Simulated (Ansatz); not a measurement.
# Ru(0001) with 2 thermally displaced layers, 2x2: scattering by thermal displacements, part 2 of 2

How much do lattice vibrations at 500 K scatter the electrons of Ru? Layers with random displacements are laid between perfect leads, and the resistance is followed against their length.

Ansatz 0.2.0; Ansatz plane-wave DFT, PBE, PAW files; ballistic transport by layer matching (Landauer), zero bias; PAW set soft_1.

So far, open channels per spin nearest the Fermi level: step 2 (with 2 displaced layers) 5.16.

## (3) With 6 displaced layers

Each atom of 6 layers is moved at random, by amounts drawn from a normal law 0.0456 Å wide in each direction from the Debye model (600 K) at 500 K. A fresh draw is used; the growth of the resistance with length is what counts.

System of this step: Ru(0001) with 6 thermally displaced layers, 2x2. The cell holds 64 atoms: 64 Ru. Its edges and angles: a = 5.412 Å, b = 5.412 Å, c = 34.255 Å, α = 90.0°, β = 90.0°, γ = 120.0°. It derives from Ru. Regions: lead, 40 atoms (40 Ru); scattering region, 24 atoms (24 Ru). The structure is stacked along c, and the current runs across the ab planes.

The input, input.yaml:

```yaml
crystal:
  lattice:
    - [5.4116, 0.0, 0.0]
    - [-2.7058, 4.6865830751, 0.0]
    - [0.0, 0.0, 34.2552]
  atoms:
    - { symbol: Ru, position: [0.1666666667, 0.3333333333, 0.03125] }
    - { symbol: Ru, position: [0.1666666667, 0.8333333333, 0.03125] }
    - { symbol: Ru, position: [0.6666666667, 0.3333333333, 0.03125] }
    - { symbol: Ru, position: [0.6666666667, 0.8333333333, 0.03125] }
    - { symbol: Ru, position: [0.3333333333, 0.1666666667, 0.09375] }
    - { symbol: Ru, position: [0.3333333333, 0.6666666667, 0.09375] }
    - { symbol: Ru, position: [0.8333333333, 0.1666666667, 0.09375] }
    - { symbol: Ru, position: [0.8333333333, 0.6666666667, 0.09375] }
    - { symbol: Ru, position: [0.1666666667, 0.3333333333, 0.15625] }
    - { symbol: Ru, position: [0.1666666667, 0.8333333333, 0.15625] }
    - { symbol: Ru, position: [0.6666666667, 0.3333333333, 0.15625] }
    - { symbol: Ru, position: [0.6666666667, 0.8333333333, 0.15625] }
    - { symbol: Ru, position: [0.3333333333, 0.1666666667, 0.21875] }
    - { symbol: Ru, position: [0.3333333333, 0.6666666667, 0.21875] }
    - { symbol: Ru, position: [0.8333333333, 0.1666666667, 0.21875] }
    - { symbol: Ru, position: [0.8333333333, 0.6666666667, 0.21875] }
    - { symbol: Ru, position: [0.1666666667, 0.3333333333, 0.28125] }
    - { symbol: Ru, position: [0.1666666667, 0.8333333333, 0.28125] }
    - { symbol: Ru, position: [0.6666666667, 0.3333333333, 0.28125] }
    - { symbol: Ru, position: [0.6666666667, 0.8333333333, 0.28125] }
    - { symbol: Ru, position: [0.341402298, 0.1675812441, 0.3427604308] }
    - { symbol: Ru, position: [0.3233414173, 0.662213784, 0.3440430713] }
    - { symbol: Ru, position: [0.8238099089, 0.1646317492, 0.3435380776] }
    - { symbol: Ru, position: [0.8389340527, 0.6687549296, 0.3442229876] }
    - { symbol: Ru, position: [0.1605277458, 0.3320724163, 0.4072934415] }
    - { symbol: Ru, position: [0.1731244565, 0.8210847978, 0.408264975] }
    - { symbol: Ru, position: [0.6818059832, 0.3409341454, 0.4066019804] }
    - { symbol: Ru, position: [0.6711139009, 0.8475173593, 0.4088590293] }
    - { symbol: Ru, position: [0.3549088321, 0.1794603576, 0.4692256597] }
    - { symbol: Ru, position: [0.3231316641, 0.6666233356, 0.4696237432] }
    - { symbol: Ru, position: [0.8244009021, 0.1705105227, 0.4693221322] }
    - { symbol: Ru, position: [0.8334377342, 0.6551472416, 0.467869299] }
    - { symbol: Ru, position: [0.1572996516, 0.3219531788, 0.5335650325] }
    - { symbol: Ru, position: [0.1640888054, 0.8365336403, 0.5309058498] }
    - { symbol: Ru, position: [0.6864297371, 0.3461781679, 0.5320929683] }
    - { symbol: Ru, position: [0.6483553193, 0.8338394855, 0.5321599603] }
    - { symbol: Ru, position: [0.3387860577, 0.1606554971, 0.5961750278] }
    - { symbol: Ru, position: [0.3189910275, 0.6602311402, 0.594994516] }
    - { symbol: Ru, position: [0.8434865279, 0.1861464921, 0.5940009119] }
    - { symbol: Ru, position: [0.8261621947, 0.6629936251, 0.592297726] }
    - { symbol: Ru, position: [0.1589687048, 0.3394661496, 0.6570235096] }
    - { symbol: Ru, position: [0.1739027319, 0.8259923208, 0.6584981378] }
    - { symbol: Ru, position: [0.6719035827, 0.3486496098, 0.6556739785] }
    - { symbol: Ru, position: [0.6616852595, 0.8357633141, 0.6576228248] }
    - { symbol: Ru, position: [0.3333333333, 0.1666666667, 0.71875] }
    - { symbol: Ru, position: [0.3333333333, 0.6666666667, 0.71875] }
    - { symbol: Ru, position: [0.8333333333, 0.1666666667, 0.71875] }
    - { symbol: Ru, position: [0.8333333333, 0.6666666667, 0.71875] }
    - { symbol: Ru, position: [0.1666666667, 0.3333333333, 0.78125] }
    - { symbol: Ru, position: [0.1666666667, 0.8333333333, 0.78125] }
    - { symbol: Ru, position: [0.6666666667, 0.3333333333, 0.78125] }
    - { symbol: Ru, position: [0.6666666667, 0.8333333333, 0.78125] }
    - { symbol: Ru, position: [0.3333333333, 0.1666666667, 0.84375] }
    - { symbol: Ru, position: [0.3333333333, 0.6666666667, 0.84375] }
    - { symbol: Ru, position: [0.8333333333, 0.1666666667, 0.84375] }
    - { symbol: Ru, position: [0.8333333333, 0.6666666667, 0.84375] }
    - { symbol: Ru, position: [0.1666666667, 0.3333333333, 0.90625] }
    - { symbol: Ru, position: [0.1666666667, 0.8333333333, 0.90625] }
    - { symbol: Ru, position: [0.6666666667, 0.3333333333, 0.90625] }
    - { symbol: Ru, position: [0.6666666667, 0.8333333333, 0.90625] }
    - { symbol: Ru, position: [0.3333333333, 0.1666666667, 0.96875] }
    - { symbol: Ru, position: [0.3333333333, 0.6666666667, 0.96875] }
    - { symbol: Ru, position: [0.8333333333, 0.1666666667, 0.96875] }
    - { symbol: Ru, position: [0.8333333333, 0.6666666667, 0.96875] }
kpoints:
  mp_grid: { grid: [5, 5, 1] }
hamiltonian:
  xc: pbe
  pseudopotentials: { kind: paw, azcp: { folder: soft_1 } }
scf:
  occupations: { method: fermi_dirac, width: 0.1 }
output:
  transmission:
    leads: [[0, 8]]
    kmesh: [10, 10]
    e_range: [-0.05, 0.05]
    de: 0.05
  write_potential: true
  write_density: true
  volumetric_format: npy
```

Launch:

```sh
$ ansatz run input.yaml --threads 8 --pin off --max-ram 15360MiB --backend cpu --events-out ev --progress --plain --runs-dir out
```

Numbers of over 12 decimals in the logs are rounded to 6 here.

The program printed:

```text
[...]
Crystal: 64 atoms, lattice volume = 868.777 Å³
Basis set: ecut = 420 eV, 16909 PW (Γ)
Bands: 615, of which v1, the nominal top of the filled ones, is band 512 counted from 1 (511 counted from 0)
Symmetry: 1 space group operations
[...]
k-points: 13 of 25 (time reversal used)
[...]
SCF iter   1: F=—  HF=-376277.748549 eV  |F-HF|=—  |Δ(HF+E_count)|=         —  Δρ=1.22e-1  dr2=1.24e2  ethr=3.10e-3  ⟨swp⟩=5.0  Hψ=25938  notcnv=0
[...]
SCF iter   9: F=-376238.305115 eV  HF=-376238.305115 eV  |F-HF|=2.01e-8  |Δ(HF+E_count)|=   4.19e-9  Δρ=1.13e-6  dr2=2.50e-8  ethr=9.77e-12  ⟨swp⟩=7.2  Hψ=17221  notcnv=0
SCF 1 converged in 9 iterations: F = -376238.305115 eV  dr2 = 2.50e-8
[...]
transmission: 328 of 3276 steps passed
transmission: 658 of 3276 steps passed
[...]
transmission: 3276 of 3276 steps passed
SCF converged after 9 iterations
Free energy (F): -376238.305115 eV
[...]
Internal energy: -376236.244027 eV  (E = F + TS)
E sigma→0 (E₀):  -376237.274571 eV
Entropy (-TS):   -2.061088 eV (-32.204 meV/atom)
Fermi energy:    23.369731 eV
[...]
--- Band table (eV; the first three rows and the last of 13) ---
  k-point 0: bands = [... 508 lower, 24.1074, 24.1143, 24.1206, 24.1451, 24.1567, 24.1630, 24.2698, 24.2761, ... 99 higher]
  k-point 1: bands = [... 508 lower, 23.5129, 23.8054, 23.8414, 23.8617, 23.8701, 23.8871, 23.8928, 23.9120, ... 99 higher]
  k-point 2: bands = [... 508 lower, 23.0572, 23.1076, 23.1467, 23.1629, 23.2069, 23.2388, 23.3291, 23.3537, ... 99 higher]
  k-point 12: bands = [... 508 lower, 23.2463, 23.2722, 23.2877, 23.3152, 23.3236, 23.3948, 23.4052, 23.4247, ... 99 higher]
--- Transmission ---
  basis      : 223 plane waves across, 63 finite elements along
  points     : 52, standing for a mesh of 10 x 10
[...]
channels       : 5.280000e0 a spin
[...]
junction   : crystal 0 to crystal 0, 0.70 to 30.67 Å
    transmission   : 4.563822e0 a spin
[...]
```

Elapsed: 14 min, on 8 threads of Arm Neoverse N1, shared host; peak memory 9.1 GiB; 1.8 h of CPU time.

Numbers from this step:

```yaml
free_energy: -376238.3051 eV
energy_at_zero_smearing: -376237.2746 eV
fermi_energy: 23.37 eV
transmission_per_spin_nearest_the_fermi_level: 4.564
open_channels_per_spin_nearest_the_fermi_level: 5.28
step_of_the_lead_s_potential: 3.1 meV
```

Per spin. Transmission, zone mean against energy, zero at the Fermi level:

```csv
energy (eV),"transmission, zone mean"
-0.0500,4.57
0.0000,4.56
0.0500,4.79
```

Over the solved energies the transmission per spin lies between 4.56 and 4.79, out of 5.5 channels of the lead on average (up to 6.06).

## (4) With 10 displaced layers

Each atom of 10 layers is moved at random, by amounts drawn from a normal law 0.0456 Å wide in each direction from the Debye model (600 K) at 500 K. A fresh draw is used; the growth of the resistance with length is what counts.

System of this step: Ru(0001) with 10 thermally displaced layers, 2x2. The cell holds 80 atoms: 80 Ru. Cell: a = 5.412 Å, b = 5.412 Å, c = 42.819 Å, α = 90.0°, β = 90.0°, γ = 120.0°. It derives from Ru. Regions: lead, 40 atoms (40 Ru); scattering region, 40 atoms (40 Ru). The structure is stacked along c, and the current runs across the ab planes.

The input, input.yaml:

```yaml
crystal:
  lattice:
    - [5.4116, 0.0, 0.0]
    - [-2.7058, 4.6865830751, 0.0]
    - [0.0, 0.0, 42.819]
  atoms:
    - { symbol: Ru, position: [0.1666666667, 0.3333333333, 0.025] }
    - { symbol: Ru, position: [0.1666666667, 0.8333333333, 0.025] }
    - { symbol: Ru, position: [0.6666666667, 0.3333333333, 0.025] }
    - { symbol: Ru, position: [0.6666666667, 0.8333333333, 0.025] }
    - { symbol: Ru, position: [0.3333333333, 0.1666666667, 0.075] }
    - { symbol: Ru, position: [0.3333333333, 0.6666666667, 0.075] }
    - { symbol: Ru, position: [0.8333333333, 0.1666666667, 0.075] }
    - { symbol: Ru, position: [0.8333333333, 0.6666666667, 0.075] }
    - { symbol: Ru, position: [0.1666666667, 0.3333333333, 0.125] }
    - { symbol: Ru, position: [0.1666666667, 0.8333333333, 0.125] }
    - { symbol: Ru, position: [0.6666666667, 0.3333333333, 0.125] }
    - { symbol: Ru, position: [0.6666666667, 0.8333333333, 0.125] }
    - { symbol: Ru, position: [0.3333333333, 0.1666666667, 0.175] }
    - { symbol: Ru, position: [0.3333333333, 0.6666666667, 0.175] }
    - { symbol: Ru, position: [0.8333333333, 0.1666666667, 0.175] }
    - { symbol: Ru, position: [0.8333333333, 0.6666666667, 0.175] }
    - { symbol: Ru, position: [0.1666666667, 0.3333333333, 0.225] }
    - { symbol: Ru, position: [0.1666666667, 0.8333333333, 0.225] }
    - { symbol: Ru, position: [0.6666666667, 0.3333333333, 0.225] }
    - { symbol: Ru, position: [0.6666666667, 0.8333333333, 0.225] }
    - { symbol: Ru, position: [0.3318417356, 0.1609704813, 0.2735719101] }
    - { symbol: Ru, position: [0.3239707377, 0.6715569036, 0.2760538163] }
    - { symbol: Ru, position: [0.8267233041, 0.15621495, 0.2759295887] }
    - { symbol: Ru, position: [0.8190776387, 0.6597297442, 0.2756612409] }
    - { symbol: Ru, position: [0.1495887325, 0.337092043, 0.3243806865] }
    - { symbol: Ru, position: [0.1672191182, 0.8325968881, 0.3252152053] }
    - { symbol: Ru, position: [0.6688262041, 0.325955704, 0.3265130184] }
    - { symbol: Ru, position: [0.6768879899, 0.8415413966, 0.3262403117] }
    - { symbol: Ru, position: [0.3440744262, 0.1748780961, 0.3750804898] }
    - { symbol: Ru, position: [0.3206559811, 0.6653529108, 0.3741806442] }
    - { symbol: Ru, position: [0.8226039789, 0.1691809665, 0.3743946258] }
    - { symbol: Ru, position: [0.8195839992, 0.6565200655, 0.3752858023] }
    - { symbol: Ru, position: [0.1761210687, 0.3461985631, 0.4249851841] }
    - { symbol: Ru, position: [0.1822649058, 0.846974951, 0.4262246614] }
    - { symbol: Ru, position: [0.6527156258, 0.3452863063, 0.4253616171] }
    - { symbol: Ru, position: [0.6720426132, 0.8369447357, 0.4254075482] }
    - { symbol: Ru, position: [0.3342785731, 0.1631750594, 0.4729751966] }
    - { symbol: Ru, position: [0.3285062719, 0.6588477423, 0.4761501251] }
    - { symbol: Ru, position: [0.8313065304, 0.1674787379, 0.4740953654] }
    - { symbol: Ru, position: [0.8289752748, 0.6665544699, 0.4734184177] }
    - { symbol: Ru, position: [0.1686839686, 0.3323014333, 0.5237374816] }
    - { symbol: Ru, position: [0.1489572712, 0.8383244455, 0.5246831416] }
    - { symbol: Ru, position: [0.6610526926, 0.3310359562, 0.5269341283] }
    - { symbol: Ru, position: [0.6666684248, 0.8341759893, 0.5234166101] }
    - { symbol: Ru, position: [0.3516748425, 0.1755922419, 0.5761360398] }
    - { symbol: Ru, position: [0.3381937078, 0.6755841364, 0.5753949729] }
    - { symbol: Ru, position: [0.8377591229, 0.1651860917, 0.573430649] }
    - { symbol: Ru, position: [0.8325894529, 0.6478428475, 0.5747445227] }
    - { symbol: Ru, position: [0.1598709633, 0.3231881032, 0.6256528349] }
    - { symbol: Ru, position: [0.1628539147, 0.8290833582, 0.6255535117] }
    - { symbol: Ru, position: [0.6694077096, 0.3468457123, 0.6253742187] }
    - { symbol: Ru, position: [0.6532132709, 0.8144189893, 0.6236075442] }
    - { symbol: Ru, position: [0.3422436649, 0.1661743764, 0.674698537] }
    - { symbol: Ru, position: [0.3409386362, 0.6541887023, 0.6743764094] }
    - { symbol: Ru, position: [0.8322038389, 0.1723707169, 0.6742934879] }
    - { symbol: Ru, position: [0.8203576617, 0.6510513321, 0.6757765891] }
    - { symbol: Ru, position: [0.1711411749, 0.3286990094, 0.7251739194] }
    - { symbol: Ru, position: [0.1534812455, 0.8287434053, 0.7264672002] }
    - { symbol: Ru, position: [0.6790481145, 0.3558091844, 0.7241618211] }
    - { symbol: Ru, position: [0.6706045569, 0.8314313989, 0.7256024656] }
    - { symbol: Ru, position: [0.3333333333, 0.1666666667, 0.775] }
    - { symbol: Ru, position: [0.3333333333, 0.6666666667, 0.775] }
    - { symbol: Ru, position: [0.8333333333, 0.1666666667, 0.775] }
    - { symbol: Ru, position: [0.8333333333, 0.6666666667, 0.775] }
    - { symbol: Ru, position: [0.1666666667, 0.3333333333, 0.825] }
    - { symbol: Ru, position: [0.1666666667, 0.8333333333, 0.825] }
    - { symbol: Ru, position: [0.6666666667, 0.3333333333, 0.825] }
    - { symbol: Ru, position: [0.6666666667, 0.8333333333, 0.825] }
    - { symbol: Ru, position: [0.3333333333, 0.1666666667, 0.875] }
    - { symbol: Ru, position: [0.3333333333, 0.6666666667, 0.875] }
    - { symbol: Ru, position: [0.8333333333, 0.1666666667, 0.875] }
    - { symbol: Ru, position: [0.8333333333, 0.6666666667, 0.875] }
    - { symbol: Ru, position: [0.1666666667, 0.3333333333, 0.925] }
    - { symbol: Ru, position: [0.1666666667, 0.8333333333, 0.925] }
    - { symbol: Ru, position: [0.6666666667, 0.3333333333, 0.925] }
    - { symbol: Ru, position: [0.6666666667, 0.8333333333, 0.925] }
    - { symbol: Ru, position: [0.3333333333, 0.1666666667, 0.975] }
    - { symbol: Ru, position: [0.3333333333, 0.6666666667, 0.975] }
    - { symbol: Ru, position: [0.8333333333, 0.1666666667, 0.975] }
    - { symbol: Ru, position: [0.8333333333, 0.6666666667, 0.975] }
kpoints:
  mp_grid: { grid: [5, 5, 1] }
hamiltonian:
  xc: pbe
  pseudopotentials: { kind: paw, azcp: { folder: soft_1 } }
scf:
  occupations: { method: fermi_dirac, width: 0.1 }
output:
  transmission:
    leads: [[0, 8]]
    kmesh: [10, 10]
    e_range: [-0.05, 0.05]
    de: 0.05
  write_potential: true
  write_density: true
  volumetric_format: npy
```

The program printed:

```text
[...]
Crystal: 80 atoms, lattice volume = 1085.972 Å³
Basis set: ecut = 420 eV, 21185 PW (Γ)
Bands: 768, of which v1, the nominal top of the filled ones, is band 640 counted from 1 (639 counted from 0)
Symmetry: 1 space group operations
[...]
k-points: 13 of 25 (time reversal used)
[...]
SCF iter   1: F=—  HF=-470346.598843 eV  |F-HF|=—  |Δ(HF+E_count)|=         —  Δρ=1.22e-1  dr2=1.55e2  ethr=3.10e-3  ⟨swp⟩=5.0  Hψ=32469  notcnv=0  defer=24
[...]
SCF iter   9: F=-470297.338077 eV  HF=-470297.338077 eV  |F-HF|=1.97e-8  |Δ(HF+E_count)|=   2.33e-9  Δρ=1.24e-6  dr2=2.74e-8  ethr=7.81e-12  ⟨swp⟩=7.5  Hψ=21298  notcnv=0
SCF 1 converged in 9 iterations: F = -470297.338077 eV  dr2 = 2.74e-8
[...]
transmission: 438 of 4368 steps passed
transmission: 879 of 4368 steps passed
[...]
transmission: 4368 of 4368 steps passed
SCF converged after 9 iterations
Free energy (F): -470297.338077 eV
[...]
Internal energy: -470294.799872 eV  (E = F + TS)
E sigma→0 (E₀):  -470296.068975 eV
Entropy (-TS):   -2.538205 eV (-31.728 meV/atom)
Fermi energy:    23.365360 eV
[...]
--- Band table (eV; the first three rows and the last of 13) ---
  k-point 0: bands = [... 636 lower, 24.2319, 24.2807, 24.3136, 24.3391, 24.3694, 24.3822, 24.3948, 24.3988, ... 124 higher]
  k-point 1: bands = [... 636 lower, 23.6197, 23.6281, 23.6509, 23.8092, 23.8243, 23.8400, 23.8601, 23.8672, ... 124 higher]
  k-point 2: bands = [... 636 lower, 23.1425, 23.1561, 23.1743, 23.1785, 23.2017, 23.2109, 23.2657, 23.2897, ... 124 higher]
  k-point 12: bands = [... 636 lower, 23.1825, 23.2761, 23.3111, 23.3281, 23.3412, 23.3459, 23.3583, 23.3760, ... 124 higher]
--- Transmission ---
  basis      : 223 plane waves across, 84 finite elements along
  points     : 52, standing for a mesh of 10 x 10
[...]
channels       : 5.280000e0 a spin
[...]
junction   : crystal 0 to crystal 0, 0.70 to 39.24 Å
    transmission   : 4.060266e0 a spin
[...]
```

It took 27 min on 8 threads; peak memory 8.4 GiB; 2.9 h of CPU time.

Numbers from this step:

```
free energy                                   : -470297.3381 eV
energy at zero smearing                       : -470296.0690 eV
transmission per spin nearest the Fermi level : 4.060
step of the lead's potential                  : 5.3 meV
```

Per spin. Transmission, zone mean against energy, zero at the Fermi level:

```csv
energy (eV),"transmission, zone mean"
-0.0500,4.12
0.0000,4.06
0.0500,4.17
```

Over the solved energies the transmission per spin lies between 4.06 and 4.17, out of 5.44 channels of the lead on average (up to 5.88).

## (5) Resistance against length

This step: Ansatz plane-wave DFT, PBE, PAW files; ballistic transport by layer matching (Landauer), zero bias; resistivity from the slope of the area resistance; PAW set soft_1 (Ansatz 0.2.0).

Numbers from this step:

* resistivity: 9.117 µΩ cm
* intercept: -0.003602 fΩ m²
* scatter about the fit: 0.002669 fΩ m²

Resistance, by row:

```csv
run,length (Å),T,channels N,RA (fΩ m²)
n2,4.282,5.016,5.32,0.03733
n6,12.85,4.644,5.5,0.1097
n10,21.41,4.116,5.44,0.1935
```

Area resistance against length of the displaced region:

```csv
length of the displaced region (Å),area resistance (fΩ m²)
4.28,0.0373
12.85,0.110
21.41,0.193
```

The area resistance goes from 0.037 to 0.19 fΩ m² between 4.3 and 21.4 Å, a slope of 9.1 µΩ cm.

By hand from the end points: (0.1935 − 0.03733) fΩ m² / (21.41 − 4.28) Å = 9.1 µΩ cm, since 1 fΩ m² per Å is 1000 µΩ cm.

## (6) Outcome

```yaml
resistivity_from_the_slope: 9.12 µΩ cm
area_resistance_over_4p28_a: 0.0373 fΩ m²
area_resistance_over_12p8_a: 0.110 fΩ m²
area_resistance_over_21p4_a: 0.193 fΩ m²
```

What this shows: The slope gives 9.1 µΩ cm. The points scatter by 0.0027 fΩ m² about the line, with one random draw a length in a 2x2 cell, so the slope is a rough value. The mean square of the displacements drawn is 0.73, 0.99 and 0.93 of the nominal one at the three lengths; with each resistance scaled back by that, the slope is 9.2 µΩ cm, the value used below. The lead's own channel count moves between the runs (5.32, 5.5 and 5.44), which shifts RA and the slope too. Read with a model of isotropic scattering on a spherical Fermi surface and the lead's 1.6×10¹⁵ S/m², this slope means a mean free path near 56 Å; over these lengths the model's slope is 1.11 times its bulk resistivity, which would be 8.3 µΩ cm. Uncorrelated displacements put too much weight on short waves, which scatter strongly; with the sideways repeat of a small cell, one draw and three short lengths, the method is good to a factor of two or three.

[Logs are printed without paths, hosts, clocks, repeated set-up lines and the standing remarks that a program may print on its own settings, such as how far it seeks lower states.]

[Hosts, paths, dates, database ids (printed as entryN), source tags and the programs' standing remarks are cut or masked in the printed files.]
